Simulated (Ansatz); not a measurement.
# Sr2C (built on the sites of a database entry of Be2C): phonons and vibrational spectra

Wanted: phonon frequencies of Sr2C (built on the sites of a database entry of Be2C) and what follows from them.

Main program and level: Ansatz 0.2.0; DFT PBEsol, scalar-relativistic, plane waves, PAW.

Report form: the programs' logs are mostly left out.

The structure was built from a prototype and need not be the compound's stable phase.

**1. Set-up**

It takes space group Fm-3m (No. 225, cubic). The conventional cell has a = 7.251 Å, b = 7.251 Å, c = 7.251 Å, α = 90.00°, β = 90.00°, γ = 90.00°. Nearest to Sr lie 4 C at 3.14 Å. C has 8 Sr at 3.14 Å nearest. Farther neighbours are not listed.

**2. Bringing the structure to rest**

The cell and atoms are relaxed, since residual forces and stress would shift the frequencies.

Contents of input.yaml:

```yaml
crystal:
  lattice:
    - [0.0, 3.62562, 3.62562]
    - [3.62562, 0.0, 3.62562]
    - [3.62562, 3.62562, 0.0]
  atoms:
    - { symbol: Sr, position: [0.25, 0.25, 0.25] }
    - { symbol: Sr, position: [0.75, 0.75, 0.75] }
    - { symbol: C, position: [0.0, 0.0, 0.0] }
kpoints:
  mp_grid: { grid: [10, 10, 10] }
hamiltonian:
  xc: pbesol
scf:
  occupations: { method: gaussian, width: 0.1 }
output:
  forces: true
  stress: true
  eigenvalues: true
relax:
  adjacent_minimum: "off"
  f_tol: 0.005
  max_steps: 80
  cell: { stress_tol: 0.05 }
```

Command:

```
> ansatz run input.yaml --threads 4 --pin off --max-ram 7168MiB --backend cpu --events-out ev --progress --plain --runs-dir out
```

Elapsed: 7.6 s, on 4 threads of Arm Neoverse V2, shared host; peak memory 0.41 GiB.

Relaxation path:

```
step  energy less that of the first step (eV)  largest force component (eV/Å)  pressure (GPa)  volume (Å³)
   1                                   0.0000                          0.0000           -6.39        95.32
   2                                  -0.4363                          0.0000           -3.67        82.05
   3                                  -0.5491                          0.0000            1.42        70.07
   4                                  -0.5581                          0.0000           -0.24        73.04
   5                                  -0.5586                          0.0000           -0.02        72.59
  6*                                  -0.5559                          0.0000           -0.08        72.59
   7                                  -0.5560                          0.0000            0.00        72.43
  8*                                  -0.5559                          0.0000            0.00        72.43
```

Relaxation steps marked * repeat the geometry before them on a plane-wave basis chosen anew for their cell, so energy and pressure can jump there.

Forces are held to the 48 operations that the run works with; a distortion that breaks them can't arise in this run.

```
conventional cell, symmetrised  before  after   change
                         a (Å)   7.251  6.617   -8.7 %
                         b (Å)   7.251  6.617   -8.7 %
                         c (Å)   7.251  6.617   -8.7 %
              volume (Å³/atom)   31.77  24.14  -24.0 %
```

The relaxed structure:

```xyz
3
Lattice="0.0000 3.3085 3.3085 3.3085 0.0000 3.3085 3.3085 3.3085 0.0000" Properties=species:S:1:pos:R:3 pbc="T T T"
Sr    1.6543    1.6543    1.6543
Sr    4.9628    4.9628    4.9628
C     0.0000    0.0000    0.0000
```

This step gave:

- pressure: -0.002811 GPa
- volume per atom: 24.14 Å³
- gap on the k-mesh: 0 eV

In this step the volume went from 31.77 to 24.14 Å³/atom.

**3. Relaxation**

The relaxation is repeated from its end on the same settings, as a check that it has come to rest.

input.yaml, the sections that differ from step 2:

```yaml
crystal:
  lattice:
    - [0.0, 3.3085154, 3.3085154]
    - [3.3085154, 0.0, 3.3085154]
    - [3.3085154, 3.3085154, 0.0]
  atoms:
    - { symbol: Sr, position: [0.25, 0.25, 0.25] }
    - { symbol: Sr, position: [0.75, 0.75, 0.75] }
    - { symbol: C, position: [0.0, 0.0, 0.0] }
output:
  forces: true
  stress: true
  eigenvalues: true
  write_density: true
  write_potential: true
  elf: true
  volumetric_format: npy
# kpoints, hamiltonian, scf, relax: as in step 2
```

It took 2 s on 4 threads; peak memory 0.38 GiB; 7 s of CPU time.

Little changed from the start: no atom moved by 0.005 Å and no cell edge by 0.1 %.

Numbers from this step:

- pressure: -0.002815 GPa

In this step the volume went from 24.14 to 24.14 Å³/atom.

**4. Tight relaxation**

Phonons need a cell at rest on their own settings, so the relaxation is repeated with tight tolerances on forces and stress, using the mesh and the filling of the phonon run that follows.

input.yaml, the sections that differ from step 3:

```yaml
scf:
  occupations: { method: methfessel_paxton, width: 0.15 }
output:
  forces: true
  stress: true
  eigenvalues: true
relax:
  adjacent_minimum: "off"
  f_tol: 0.001
  max_steps: 60
  cell: { stress_tol: 0.01 }
# crystal, kpoints, hamiltonian: as in step 3
```

Wall time 3.2 s (4 threads); peak memory 0.38 GiB; 12 s of CPU time.

Little changed from the start: no atom moved by 0.005 Å and no cell edge by 0.1 %.

Numbers from this step:

```
pressure        : -3.91e-4 GPa
volume per atom : 24.13 Å³
```

The forces vanish by symmetry and the pressure is 0.000 GPa, within the tolerances set. The cell now holds 24.13 Å³/atom.

**5. Zone-centre response**

The zone centre comes first: it holds the modes that light can see, as far as symmetry allows. No field response is asked, since the mesh shows no gap.

input.yaml, the sections that differ from step 4:

```yaml
crystal:
  lattice:
    - [0.0, 3.3077591482, 3.3077591482]
    - [3.3077591482, 0.0, 3.3077591482]
    - [3.3077591482, 3.3077591482, 0.0]
  atoms:
    - { symbol: Sr, position: [0.25, 0.25, 0.25] }
    - { symbol: Sr, position: [0.75, 0.75, 0.75] }
    - { symbol: C, position: [0.0, 0.0, 0.0] }
output:
  eigenvalues: true
phonons:
  method: dfpt
# kpoints, hamiltonian, scf: as in step 4
# relax: removed
```

Wall time 7.6 s (4 threads); peak memory 0.62 GiB.

This step gave:

```
sum-rule residual before enforcement                    : 1.32e-5 eV/Å²
point group                                             : m-3m
highest optical mode at the zone centre (no LO-TO term) : 197.9 cm⁻¹
lowest optical zone-centre mode                         : 127.6 cm⁻¹
```

Patterns of degenerate modes are one choice out of their space. The modes at Γ (shares of kinetic energy by element, %):

```
mode  frequency (cm⁻¹)  symmetry  Sr %  C %
   1               0.0  acoustic    94    6
   2               0.0  acoustic    94    6
   3               0.0  acoustic    94    6
   4             127.6       T2g   100    0
   5             127.6       T2g   100    0
   6             127.6       T2g   100    0
   7             197.9       T1u     6   94
   8             197.9       T1u     6   94
   9             197.9       T1u     6   94
```

Displacements in mode 5 (127.6 cm⁻¹), the largest set to 1:
```
Sr1  0.02  0.02 -1.00
Sr2 -0.02 -0.02  1.00
C3   0.00  0.00  0.00
```

Displacements in mode 7 (197.9 cm⁻¹), the largest set to 1:
```
Sr1  0.00 -0.07  0.03
Sr2  0.00 -0.07  0.03
C3   0.00  1.00 -0.51
```

Before it was imposed, the acoustic sum rule was missed by 1.3e-5 eV/Å². Small misses are needed for a sound result but don't prove that mesh and cutoff are converged. The lowest optical mode is real, 128 cm⁻¹.

**6. The dispersion**

Stability and thermal properties need the whole zone. Linear response on a 2×2×2 q mesh gives force constants as far as a supercell of that size would.

Changes to input.yaml since step 5:

```diff
@@ -19 +19,8 @@
   method: dfpt
+  qmesh: [2, 2, 2]
+  temperatures: { t_max: 1000, t_step: 50 }
+  qpath:
+    path:
+      - [[0.0, 0.0, 0.0], [0.5, 0.0, 0.5], [0.625, 0.25, 0.625]]
+      - [[0.375, 0.375, 0.75], [0.0, 0.0, 0.0], [0.5, 0.5, 0.5], [0.5, 0.25, 0.75], [0.5, 0.0, 0.5]]
+    npoints: 10
```

Elapsed: 35 s, on 4 threads; peak memory 1 GiB.

Numbers from this step:

| Property | Result |
| --- | --- |
| sum-rule residual before enforcement | 3.86e-5 eV/Å² |
| lowest frequency on the path | -39.59 cm⁻¹ |
| highest frequency on the path or at a solved wavevector | 328 cm⁻¹ |
| lowest mode on the q mesh (acoustic modes at Γ apart) | -39.59 cm⁻¹ |

Frequencies (cm⁻¹) solved at each irreducible wavevector; negative means imaginary. Frequencies by wavevector, by row:

```
q in reciprocal lattice units  star  mode 1  mode 2  mode 3  mode 4  mode 5  mode 6  mode 7  mode 8  mode 9
                        0 0 0     1       0       0       0   127.6   127.6   127.6   197.9   197.9   197.9
                     0 0 -0.5     4      96    99.6    99.6   116.4   116.4   125.9   191.1   191.1   319.1
                  0 -0.5 -0.5     3   -39.6    51.2    51.2    90.3    90.3   161.4   171.6   171.6     328
```

Interpolated from a 2×2×2 q mesh. Phonon branches along the path, in cm⁻¹:

```
    point  branch 1  branch 2  branch 3  branch 4  branch 5  branch 6  branch 7  branch 8  branch 9
        Γ         0         0         0       128       128       128       198       198       198
  halfway        31        31        89       118       127       127       189       189       278
        X       -40        51        51        90        90       161       172       172       328
  halfway       -33        56        57        99       107       160       170       184       320
        U        -2        69        71       116       121       156       166       220       297
jump to K        -2        69        71       116       121       156       166       220       297
  halfway        38        92        94       111       111       138       190       212       271
        Γ         0         0         0       128       128       128       198       198       198
  halfway        66        66        70       122       122       125       196       196       265
        L        96       100       100       116       116       126       191       191       319
  halfway        62        66       101       111       132       143       177       229       292
        W        29        35       104       104       114       153       180       260       260
  halfway       -27        48        72       102       114       158       176       194       311
        X       -40        51        51        90        90       161       172       172       328
```

Tetrahedra on a 16×16×16 mesh, mean over bins of 5 cm-1. Interpolated from a 2×2×2 q mesh. Phonon density of states against wavenumber; read off at these points:

```
wavenumber (cm⁻¹)  phonon density of states (1/cm⁻¹/cell)
              -38                                  7.5e-4
              -22                                 0.00164
              -12                                 0.00154
                2                                 0.00186
               12                                 0.00293
               28                                  0.0116
               38                                  0.0278
               48                                  0.0465
               52                                  0.0439
               62                                  0.0362
               78                                  0.0361
               88                                  0.0395
               98                                  0.0660
              102                                  0.0155
              112                                  0.0752
              118                                   0.105
              128                                   0.102
              138                                  0.0300
              152                                  0.0319
              162                                  7.8e-4
              178                                  0.0617
              188                                  0.0362
              198                                  0.0495
              202                                  0.0256
              212                                  0.0170
              228                                  0.0124
              238                                  0.0105
              252                                 0.00574
              262                                 0.00354
              278                                  0.0174
              288                                  0.0236
              302                                  0.0173
              312                                 0.00917
              328                                  4.9e-4
```

The partial phonon density of states has structure finer than the step of the table below, so its rows give means over 10 cm⁻¹, whole bins alone (the curve runs from -47.9 to 347 cm⁻¹). Peaks (cm⁻¹: height): C 118.5: 0.0094, 178.1: 0.0386, 195.4: 0.0406, 294.7: 0.0266; Sr 44.0: 0.0456, 71.3: 0.0436, 98.6: 0.0512, 121.0: 0.0901, 175.6: 0.0165.

Phonopy on the run's constants, 15x15x15 mesh, Gaussian sigma 2.8 cm-1. Interpolated from a 2×2×2 q mesh. Table of partial phonon density of states by wavenumber; means over each step; values in 1/cm⁻¹/cell:

```
wavenumber (cm⁻¹)        C       Sr
              -40        0   6.9e-4
              -30        0  0.00228
              -20        0  0.00209
              -10        0  0.00285
                0   5.3e-6   1.8e-4
               10   3.6e-5  0.00106
               20   1.8e-4  0.00681
               30   4.6e-4   0.0151
               40  0.00105   0.0358
               50   9.9e-4   0.0422
               60   8.2e-4   0.0364
               70   7.7e-4   0.0359
               80   6.3e-4   0.0352
               90  0.00115   0.0401
              100  0.00295   0.0419
              110  0.00577   0.0493
              120  0.00885   0.0860
              130  0.00508   0.0681
              140   7.3e-4   0.0298
              150   3.9e-4   0.0286
              160   6.9e-4  0.00995
              170   0.0169  0.00808
              180   0.0344   0.0104
              190   0.0352  0.00392
              200   0.0324  0.00268
              210   0.0165  0.00120
              220   0.0137   7.3e-4
              230   0.0118   5.4e-4
              240  0.00837   3.0e-4
              250  0.00746   2.5e-4
              260  0.00491   1.5e-4
              270  0.00947   2.5e-4
              280   0.0177   4.4e-4
              290   0.0234   4.8e-4
              300   0.0206   3.6e-4
              310   0.0112   1.5e-4
              320  0.00462   2.7e-5
              330   6.3e-4        0
              340   1.0e-6        0
```

Symmetry leaves 3 wavevectors to solve. The lowest mode among them, the acoustic zeros apart, lies at q = (0, -0.5, -0.5) and is imaginary, 39.6i cm⁻¹, so the energy falls along it.

**7. Isotope substitution, element C, natural mass 12.011 amu**

An isotope changes the mass and not the force constants, so no new electronic calculation is needed; the shifts show which modes move this element.

The same force constants with the mass of C changed from 12.011 to 13.003 u (phonopy, no LO-TO term). Both lists are sorted by frequency; levels can cross, so a row need not hold one and the same mode. Modes under 3 cm⁻¹ are left out. Isotope shifts, by row:

```
          q  rank  natural mass (cm⁻¹)  changed mass (cm⁻¹)
      0 0 0     4                127.6                127.6
      0 0 0     5                127.6                127.6
      0 0 0     6                127.6                127.6
      0 0 0     7                197.9                190.7
      0 0 0     8                197.9                190.7
      0 0 0     9                197.9                190.7
   0 0 -0.5     1                96.05                95.96
   0 0 -0.5     2                99.63                 99.6
   0 0 -0.5     3                99.63                 99.6
   0 0 -0.5     4                116.4                116.4
   0 0 -0.5     5                116.4                116.4
   0 0 -0.5     6                125.9                125.9
   0 0 -0.5     7                191.1                183.8
   0 0 -0.5     8                191.1                183.8
   0 0 -0.5     9                319.1                306.9
0 -0.5 -0.5     1               -39.59               -39.59
0 -0.5 -0.5     2                51.24                51.24
0 -0.5 -0.5     3                51.24                51.24
0 -0.5 -0.5     4                90.33                88.35
0 -0.5 -0.5     5                90.33                88.35
0 -0.5 -0.5     6                161.4                161.4
0 -0.5 -0.5     7                171.6                168.6
0 -0.5 -0.5     8                171.6                168.6
0 -0.5 -0.5     9                  328                315.2
```

A mode of this element alone would shift by -3.89 %. The highest zone-centre frequency without the field goes from 197.9 to 190.7 cm⁻¹ (-3.6 %). The product of the frequency ratios over all optical modes at Γ is 0.895; the product rule, (m/m′)^(3k/2) (M′/M)^(3/2) with k = 1 such atoms and M the mass of the cell, gives 0.895.

**8. Another isotope, element Sr, natural mass 87.62 amu**

The same for Sr, from 87.62 to 85.91 u.

The same force constants with the mass of Sr changed from 87.620 to 85.909 u (phonopy, no LO-TO term). Both lists are sorted by frequency; levels can cross, so a row need not hold one and the same mode. Modes under 3 cm⁻¹ are left out. Isotope shifts, by row:

```
          q  rank  natural mass (cm⁻¹)  changed mass (cm⁻¹)
      0 0 0     4                127.6                128.8
      0 0 0     5                127.6                128.8
      0 0 0     6                127.6                128.8
      0 0 0     7                197.9                  198
      0 0 0     8                197.9                  198
      0 0 0     9                197.9                  198
   0 0 -0.5     1                96.05                96.98
   0 0 -0.5     2                99.63                100.6
   0 0 -0.5     3                99.63                100.6
   0 0 -0.5     4                116.4                117.5
   0 0 -0.5     5                116.4                117.5
   0 0 -0.5     6                125.9                127.1
   0 0 -0.5     7                191.1                191.1
   0 0 -0.5     8                191.1                191.1
   0 0 -0.5     9                319.1                319.1
0 -0.5 -0.5     1               -39.59               -39.98
0 -0.5 -0.5     2                51.24                51.75
0 -0.5 -0.5     3                51.24                51.75
0 -0.5 -0.5     4                90.33                90.74
0 -0.5 -0.5     5                90.33                90.74
0 -0.5 -0.5     6                161.4                  163
0 -0.5 -0.5     7                171.6                172.5
0 -0.5 -0.5     8                171.6                172.5
0 -0.5 -0.5     9                  328                  328
```

A mode of this element alone would shift by +0.99 %. The highest zone-centre frequency without the field goes from 197.9 to 198.0 cm⁻¹ (+0.1 %). The product of the frequency ratios over all optical modes at Γ is 1.032; the product rule, (m/m′)^(3k/2) (M′/M)^(3/2) with k = 2 such atoms and M the mass of the cell, gives 1.032.

**9. Summary of results**

* space group after relaxation (within 0.01 Å): Fm-3m
* volume per atom: 24.1 Å³
* electronic character: no gap on this mesh
* highest optical mode at the zone centre (no LO-TO term): 198 cm⁻¹
* lowest optical zone-centre mode: 128 cm⁻¹
* lowest mode on the q mesh (acoustic modes at Γ apart): -39.6 cm⁻¹
* highest frequency on the path or at a solved wavevector: 328 cm⁻¹
* imaginary modes on the 2×2×2 q mesh: yes

**Reading.** Modes are clearly imaginary (beyond 10i cm⁻¹) at 1 of the 3 irreducible wavevectors, most at q = (0, -0.5, -0.5) (39.6i cm⁻¹), so this structure is not a minimum of the energy. The optical modes at Γ span 128 to 198 cm⁻¹. The highest mode in this list at Γ, 197.9 cm⁻¹, is mostly motion of C (94 % of the kinetic energy). With no gap, or one that is small against the smearing, the frequencies hang on the k mesh and the smearing, most of all near Kohn anomalies. A phonon run warned that its eigensolver left some bands unconverged in a pass. The starting cell was built on a prototype and not taken from a measurement, so the phase need not exist. These are harmonic frequencies at zero temperature: anharmonic shifts, linewidths and thermal expansion are left out.

[Logs are printed without paths, hosts, clocks, repeated set-up lines and the standing remarks that a program may print on its own settings, such as how far it seeks lower states.]

[Hosts, paths, dates, database ids (printed as entryN), source tags and the programs' standing remarks are cut or masked in the printed files.]
